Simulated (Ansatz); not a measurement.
# SnWO4 (Pnna): a band-gap study from LDA to G0W0 at the band limit, part 2 of 2

Wanted: the gap of SnWO4 (Pnna) by functionals, hybrids and G0W0, carried to the basis limit, with what remains uncertain.

Ansatz 0.2.0; density functionals, hybrids, G0W0, plane waves, PAW. Known limits of the many-body steps: not at the basis limit; no spin-orbit coupling.

So far. Step 5 (HSE06+SOC): The gap stands −0.04 eV against HSE06, and the conduction bottom moves to (0.000, 0.500, 0.100). Step 6 (G0W0, 4×2×4 mesh, 743 empty bands, screening to 100 eV …): The gap on the mesh goes from 1.36 eV to 2.51 eV, a correction of +1.15 eV. Between the two edge states, bare exchange in place of the xc potential would open the gap by 7.13 eV, and correlation takes back 5.98 eV.

### Step 7. G0W0, 4×2×4 mesh, 1505 empty bands, screening to 160 eV, hard PAW files

Level of this step: G0W0 on LDA, plane waves, PAW (Ansatz).

Bands and screening cutoff are moved together, since each hides the error of the other.

Contents of input.yaml:

```yaml
crystal:
  lattice:
    - [5.627, 0.0, 0.0]
    - [0.0, 11.6486, 0.0]
    - [0.0, 0.0, 4.9973]
  atoms:
    - { symbol: Sn, position: [0.25, 0.0, 0.2196] }
    - { symbol: Sn, position: [0.25, 0.5, 0.2804] }
    - { symbol: Sn, position: [0.75, 0.0, 0.7804] }
    - { symbol: Sn, position: [0.75, 0.5, 0.7196] }
    - { symbol: W, position: [0.6677, 0.25, 0.25] }
    - { symbol: W, position: [0.8323, 0.75, 0.25] }
    - { symbol: W, position: [0.3323, 0.75, 0.75] }
    - { symbol: W, position: [0.1677, 0.25, 0.75] }
    - { symbol: O, position: [0.3765, 0.2987, 0.9988] }
    - { symbol: O, position: [0.1235, 0.7013, 0.9988] }
    - { symbol: O, position: [0.3765, 0.2013, 0.5012] }
    - { symbol: O, position: [0.1235, 0.7987, 0.5012] }
    - { symbol: O, position: [0.6235, 0.7013, 0.0012] }
    - { symbol: O, position: [0.8765, 0.2987, 0.0012] }
    - { symbol: O, position: [0.6235, 0.7987, 0.4988] }
    - { symbol: O, position: [0.8765, 0.2013, 0.4988] }
    - { symbol: O, position: [0.1019, 0.3961, 0.6037] }
    - { symbol: O, position: [0.3981, 0.6039, 0.6037] }
    - { symbol: O, position: [0.1019, 0.1039, 0.8963] }
    - { symbol: O, position: [0.3981, 0.8961, 0.8963] }
    - { symbol: O, position: [0.8981, 0.6039, 0.3963] }
    - { symbol: O, position: [0.6019, 0.3961, 0.3963] }
    - { symbol: O, position: [0.8981, 0.8961, 0.1037] }
    - { symbol: O, position: [0.6019, 0.1039, 0.1037] }
kpoints:
  mp_grid: { grid: [4, 2, 4] }
hamiltonian:
  xc: lda
  pseudopotentials: { kind: paw, source: ansatz }
scf:
  occupations: { method: fixed }
gw:
  n_empty_bands: 1505
  ecut_chi: 160.0
  qp_bands: [v4, c4]
  qp_kpoints: band_edges
  screening: { model: contour_deformation }
```

Run with:

```console
> ansatz run input.yaml --threads 16 --pin off --max-ram 92160MiB --backend cuda --events-out ev --progress --plain --runs-dir out --devices 1 --max-vram 157GiB
```

Numbers of over 12 decimals in the logs are rounded to 6 here.

The program printed:

```text
GPUs: using 1 of 1 available (devices: 1).
[...]
Crystal: 24 atoms, lattice volume = 327.556 Å³
Basis set: ecut = 930 eV, 21159 PW (Γ)
Bands: 178, of which v1, the nominal top of the filled ones, is band 148 counted from 1 (147 counted from 0)
Symmetry: 8 space group operations
[...]
k-points: 18 of 32
[...]
SCF iter   1: F=—  HF=-117727.365054 eV  |F-HF|=—  |Δ(HF+E_count)|=         —  Δρ=9.69e-2  dr2=5.11e1  ethr=3.10e-3  ⟨swp⟩=5.0  Hψ=10886  notcnv=0  defer=491
[...]
SCF iter   6: F=—  HF=-117711.809898 eV  |F-HF|=—  |Δ(HF+E_count)|=   5.35e-3  Δρ=1.35e-3  dr2=6.85e-3  ethr=1.14e-5  ⟨swp⟩=2.1  Hψ=4084  notcnv=0  defer=502
[...]
SCF iter   9: F=—  HF=-117711.809138 eV  |F-HF|=—  |Δ(HF+E_count)|=   1.41e-5  Δρ=4.61e-5  dr2=5.56e-6  ethr=5.44e-8  ⟨swp⟩=2.0  Hψ=4219  notcnv=0  defer=463
[...]
SCF iter  11: F=-117711.809138 eV  HF=-117711.809138 eV  |F-HF|=5.81e-9  |Δ(HF+E_count)|=   3.89e-8  Δρ=3.27e-6  dr2=2.05e-8  ethr=3.38e-11  ⟨swp⟩=12.7  Hψ=15422  notcnv=0
SCF 1 converged in 11 iterations: F = -117711.809138 eV  dr2 = 2.05e-8
[...]
SCF converged after 11 iterations
[...]
9   152     12.5651   -15.3900    -4.2913   -20.4945  0.7512    13.3933    13.3783  root
    10   145      9.5399   -21.0328     2.2616   -18.4327  0.7441     9.1990     9.2015  root
    10   146      9.5399   -21.0328     2.2616   -18.4327  0.7441     9.1990     9.2015  root
    10   147     10.1801   -20.7208     1.8063   -18.6378  0.7512     9.9021     9.9034  root
    10   148     10.1801   -20.7208     1.8063   -18.6378  0.7512     9.9021     9.9034  root
    10   149     12.3003   -15.7949    -4.4694   -21.1275  0.7499    13.1813    13.1635  root
    10   150     12.3003   -15.7949    -4.4694   -21.1275  0.7499    13.1813    13.1635  root
    10   151     12.5861   -15.8452    -4.3365   -21.0175  0.7477    13.4386    13.4219  root
    10   152     12.5861   -15.8452    -4.3365   -21.0175  0.7477    13.4386    13.4219  root
    11   145      9.8245   -20.4445     1.9661   -18.1641  0.7483     9.5083     9.5102  root
    11   146      9.8245   -20.4445     1.9661   -18.1641  0.7483     9.5083     9.5102  root
    11   147     10.0406   -21.0349     1.8986   -18.8428  0.7505     9.7456     9.7472  root
    11   148     10.0406   -21.0349     1.8986   -18.8428  0.7505     9.7456     9.7472  root
    11   149     12.3417   -15.5266    -4.4684   -20.8507  0.7549    13.2137    13.1975  root
    11   150     12.3417   -15.5266    -4.4684   -20.8507  0.7549    13.2137    13.1975  root
    11   151     12.5957   -15.8201    -4.4493   -21.1210  0.7468    13.4656    13.4473  root
    11   152     12.5957   -15.8201    -4.4493   -21.1210  0.7468    13.4656    13.4473  root
    12   145      9.7351   -21.4832     2.2575   -18.9186  0.7441     9.4261     9.4280  root
    12   146      9.7351   -21.4832     2.2575   -18.9186  0.7441     9.4261     9.4280  root
    12   147      9.7983   -20.7713     2.1576   -18.2933  0.7455     9.4758     9.4779  root
    12   148      9.7983   -20.7713     2.1576   -18.2933  0.7455     9.4758     9.4779  root
    12   149     12.5211   -14.6281    -4.4708   -19.9037  0.7565    13.3409    13.3259  root
    12   150     12.5211   -14.6281    -4.4708   -19.9037  0.7565    13.3409    13.3259  root
    12   151     12.7775   -15.5105    -4.7593   -21.1265  0.7427    13.6565    13.6343  root
[...]
17   145      9.7832   -19.7747     1.7740   -17.6776  0.7513     9.4580     9.4602  root
    17   146      9.7832   -19.7747     1.7740   -17.6776  0.7513     9.4580     9.4602  root
    17   147     10.1196   -21.1340     1.9286   -18.9215  0.7494     9.8343     9.8357  root
    17   148     10.1196   -21.1340     1.9286   -18.9215  0.7494     9.8343     9.8357  root
    17   149     12.2818   -15.6364    -4.3592   -20.8391  0.7552    13.1403    13.1252  root
    17   150     12.2818   -15.6364    -4.3592   -20.8391  0.7552    13.1403    13.1252  root
    17   151     12.6020   -16.2292    -4.2901   -21.3711  0.7441    13.4719    13.4539  root
    17   152     12.6020   -16.2292    -4.2901   -21.3711  0.7441    13.4719    13.4539  root
```

It took 4.6 min on 1 × NVIDIA GB200 with 16 threads of Arm Neoverse V2, shared host; peak memory 19 GiB.

Numbers from this step:

| Property | Result |
| --- | --- |
| bands summed | 1653 |
| RPA ε∞ on this mesh (eigenvalues) | 6.318, 6.536, 7.761 |
| plane waves in the screening matrix | 1517 |
| q-points in the mesh | 32 |
| G0W0 gap on the mesh | 2.498 eV |
| k of the valence top | 0, 0, 0.25 |
| k of the conduction bottom | 0, 0, 0 |
| starting gap on the mesh | 1.357 eV |
| Z at the valence top | 0.7552 |
| Z at the conduction bottom | 0.7578 |
| least direct G0W0 gap on the computed points | 2.554 eV |

Against the run with 4×2×4 mesh, 743 empty bands, screening to 100 eV, hard PAW files, the gap moves by −0.010 eV.

Limits: finite bands, cutoff and mesh; no spin-orbit coupling. v1 is the top filled band, c1 the lowest empty one. The levels before and after the correction (eV, zero at the valence-band top of each column):

```csv
,conduction bottom,valence top
Kohn-Sham,1.36,0.00
G0W0,2.50,0.00
```

```csv
,level,occupation,energy (eV)
Kohn-Sham,Γ v3,2,-0.501
Kohn-Sham,Γ v2,2,-0.173
Kohn-Sham,Γ v1,2,-0.106
Kohn-Sham,Γ c1,0,1.357
Kohn-Sham,Γ c2,0,1.396
Kohn-Sham,Γ c3,0,2.183
Kohn-Sham,(0 0 0.25) v3,2,-0.733
Kohn-Sham,(0 0 0.25) v2,2,-0.170
Kohn-Sham,(0 0 0.25) v1,2,0.000
Kohn-Sham,(0 0 0.25) c1,0,1.529
Kohn-Sham,(0 0 0.25) c2,0,1.554
Kohn-Sham,(0 0 0.25) c3,0,2.162
G0W0,Γ v3,2,-0.570
G0W0,Γ v2,2,-0.139
G0W0,Γ v1,2,-0.090
G0W0,Γ c1,0,2.498
G0W0,Γ c2,0,2.534
G0W0,Γ c3,0,3.277
G0W0,(0 0 0.25) v3,2,-0.783
G0W0,(0 0 0.25) v2,2,-0.171
G0W0,(0 0 0.25) v1,2,0.000
G0W0,(0 0 0.25) c1,0,2.675
G0W0,(0 0 0.25) c2,0,2.686
G0W0,(0 0 0.25) c3,0,3.260
```

The parts of the quasiparticle energy at the two band edges (eV; QP = start + Σx + Σc − Vxc):

```csv
run,edge,start,Σx,Σc,Vxc,Z,QP
891 bands,valence top,10.37,-20.63,1.90,-18.70,0.76,10.33
891 bands,conduction bottom,11.73,-15.60,-4.09,-20.81,0.76,12.84
1653 bands,valence top,10.37,-20.63,1.67,-18.70,0.76,10.10
1653 bands,conduction bottom,11.73,-15.60,-4.33,-20.81,0.76,12.60
```

### Step 8. The ladder

Times are wall times on 1 × NVIDIA GB200 with 16 threads of Arm Neoverse V2, shared host, good to a factor of about two. G0W0 rows are gaps on the mesh, lowered by the amount that the mesh misses the start's edges, a rough step that assumes the same correction there.

```csv
level,gap (eV),least direct gap (eV),time
LDA,1.35,1.42,2.9 s
LDA+SOC,1.32,1.35,3.6 s
HSE06,2.08,2.14,39 s
HSE06+SOC,2.04,2.06,2.3 min
"G0W0@LDA (743 empty bands, hard PAW)",2.50,-,2.1 min
"G0W0@LDA (1505 empty bands, hard PAW)",2.49,-,4.6 min
```

### Step 9. Adding up the best estimate

```csv
term,eV,running total (eV)
"G0W0 on the mesh, top rung",2.498,2.498
"to the limit, by a line in one over the bands through the two top rungs",−0.012,2.486
"band edges off the mesh (read on other files, so rough)",−0.008,2.478
"spin-orbit change, from LDA",−0.033,2.445
```

### Step 10. Summary of results

```json
{
  "LDA gap": "1.35 eV, indirect",
  "HSE06": "2.08 eV",
  "G0W0, top rung on the mesh": "2.50 eV",
  "best estimate, G0W0@LDA with spin-orbit change": "2.44 eV",
  "GW settings of the top rung": "4×2×4 mesh, 1505 empty bands, screening to 160 eV, hard PAW files",
  "known limits": "one-shot GW, static lattice; one k mesh, untested"
}
```

The best estimate for G0W0@LDA is 2.44 eV, indirect (only 37 meV under the direct gap) by LDA+SOC, against 1.32 eV at the start (both with spin-orbit coupling). The limit rests on the two highest rungs, unchecked by another pair. Among the functionals HSE06 comes nearest: −0.40 eV from the estimate without its spin-orbit term (2.48 eV). The coupling also moves a band edge to another k point, so its change of the gap does not carry over to G0W0 exactly. All runs took 9.7 min, 68 % of it in G0W0.

[Paths, hosts, dates, memory and timing lines, banners, echoed tables and standing remarks are left out of the program output.]

[Logs are printed without paths, hosts, clocks, repeated set-up lines and the standing remarks that a program may print on its own settings, such as how far it seeks lower states.]

[Runs of the session that timed out or met a known fault of the program may be left out.]

[Cells called generated may have been cut or substituted from an entry of the Crystallography Open Database or the Materials Project.]

[Hosts, paths, dates, database ids (printed as entryN), source tags and the programs' standing remarks are cut or masked in the printed files.]
